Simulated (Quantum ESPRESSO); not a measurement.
Entries from a set of simulations; values are calculated unless marked as measured.

E(M) of Fe. It takes space group Im-3m (No. 229, cubic). Conventional cell: a = 2.866 Å, b = 2.866 Å, c = 2.866 Å, α = 90.00°, β = 90.00°, γ = 90.00°. Nearest to Fe lie 8 Fe at 2.48 Å. The calculation used PBE; plane waves with GBRV 1.5 PBE potentials, no spin-orbit coupling (and 1 further level or step) in Quantum ESPRESSO 7.5, with GBRV 1.5 PBE, potential files Fe: fe_pbe_v1.5.uspp.F.UPF, cutoff 544.23 eV, 20×20×20 k-mesh, 15 bands, fermi-dirac occupations, smearing width 0.05 eV, collinear spin, SCF threshold 2.00e-9, starting moments 2.8 μB in one of its runs. The moment of the free run is 2.28 μB a cell. The energy at zero total moment is 594 meV a cell over the lowest and the ΔE/ΔM² from the lowest point to 2.52 and to 1.96 μB is 266 and 416 meV/μB². It took 13 runs, 2.2 min in all on 4 MPI ranks of Intel Xeon at 2.70GHz, shared host (the runs of this entry). At zero total moment the site moments vanish, so the 594 meV a cell is the energy of forming them. The points show one minimum alone. The run is spin-polarised, with a total moment of 2.28 μB a cell (absolute 2.42). The cell holds one seeded atom, so opposed orders, which may lie lower, cannot form in it.

[Hosts, paths, dates, database ids (printed as entryN), source tags and the programs' standing remarks are cut or masked in the printed files.]

[Where a cell is said to come from a database of computed structures, the database is the Materials Project.]
